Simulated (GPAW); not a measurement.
The F K edge of atom 3 in KZnF3 (Pm-3m), with 2 Zn at 2.02 Å (linear, site symmetry 4/mmm), was computed in 2 ways: full core hole (charged cell) and no core hole. Program and functional: GPAW, RPBE, Gaussian full width 0.9 eV up to 4 eV, rising linearly to 3.5 eV at 25 eV; cells of 5 and 20 atoms (the run without a hole in the smaller).

Each run is counted from its own lowest empty level or Fermi level and scaled to a mean of 1 over its first 20 eV.

```tsv
E (eV)	run 1	run 2
-2.0	0.00	0.00
-1.5	0.00	0.00
-1.0	0.00	0.00
-0.5	0.00	0.00
0.0	0.01	0.01
0.5	0.05	0.05
1.0	0.12	0.13
1.5	0.27	0.22
2.0	1.06	0.30
2.5	1.84	0.71
3.0	1.33	0.97
3.5	0.62	0.91
4.0	0.51	0.84
4.5	0.92	0.52
5.0	2.23	0.95
5.5	2.92	1.49
6.0	2.44	1.70
6.5	2.17	2.13
7.0	2.01	2.54
7.5	1.54	2.28
8.0	1.00	1.56
8.5	0.76	1.10
9.0	0.85	1.17
9.5	1.04	1.45
10.0	1.18	1.77
10.5	1.20	1.99
11.0	1.09	1.94
11.5	0.90	1.60
12.0	0.69	1.18
12.5	0.53	0.86
13.0	0.44	0.63
13.5	0.37	0.46
14.0	0.31	0.36
14.5	0.29	0.32
15.0	0.36	0.36
15.5	0.50	0.42
16.0	0.68	0.51
16.5	0.85	0.60
17.0	0.99	0.70
17.5	1.08	0.82
18.0	1.12	0.93
18.5	1.10	1.00
19.0	1.06	1.01
19.5	0.99	0.97
20.0	0.92	0.88
20.5	0.84	0.78
21.0	0.78	0.69
21.5	0.73	0.63
22.0	0.72	0.60
22.5	0.74	0.59
23.0	0.79	0.60
23.5	0.85	0.63
24.0	0.92	0.65
24.5	0.99	0.68
25.0	1.06	0.70
25.5	1.11	0.72
26.0	1.15	0.75
26.5	1.18	0.79
27.0	1.21	0.84
27.5	1.25	0.90
28.0	1.29	0.95
28.5	1.33	0.99
29.0	1.37	1.02
29.5	1.41	1.04
30.0	1.44	1.07
30.5	1.48	1.11
31.0	1.51	1.17
31.5	1.52	1.25
32.0	1.49	1.31
```

Q: Which run is which?

Run 1: full core hole (charged cell) (area from −2 to 6 eV 6.6, main maxima 2.5 eV (1.84), 5.5 eV (2.92), 10.3 eV (1.21) and 18.1 eV (1.12)). Run 2: no core hole (area from −2 to 6 eV 4.0, main maxima 2.9 eV (0.97), 7.1 eV (2.55), 10.7 eV (2.01) and 18.8 eV (1.02)). With each curve scaled to its own mean, the area from −2 to 6 eV with the hole is 6.6 against 4.0, and the centre of weight from −1 to 20 eV moves by -0.5 eV: the hole pulls the absorber's empty states down.

[Banner, clock and machine lines of the logs are left out without a mark of their own.]

[Logs are printed without paths, hosts, clocks, repeated set-up lines and the standing remarks that a program may print on its own settings, such as how far it seeks lower states.]

[Hosts, paths, dates, database ids (printed as entryN), source tags and the programs' standing remarks are cut or masked in the printed files.]

[Lists of maxima count a maximum above −3 eV only where it reaches 4 % of the highest in the window and stands out from its surroundings by 2 % of it (1.5 % where it reaches 55 %); shoulders and weaker maxima are passed over, and of the rest the first, up to two pre-edge ones and the few strongest are named.]
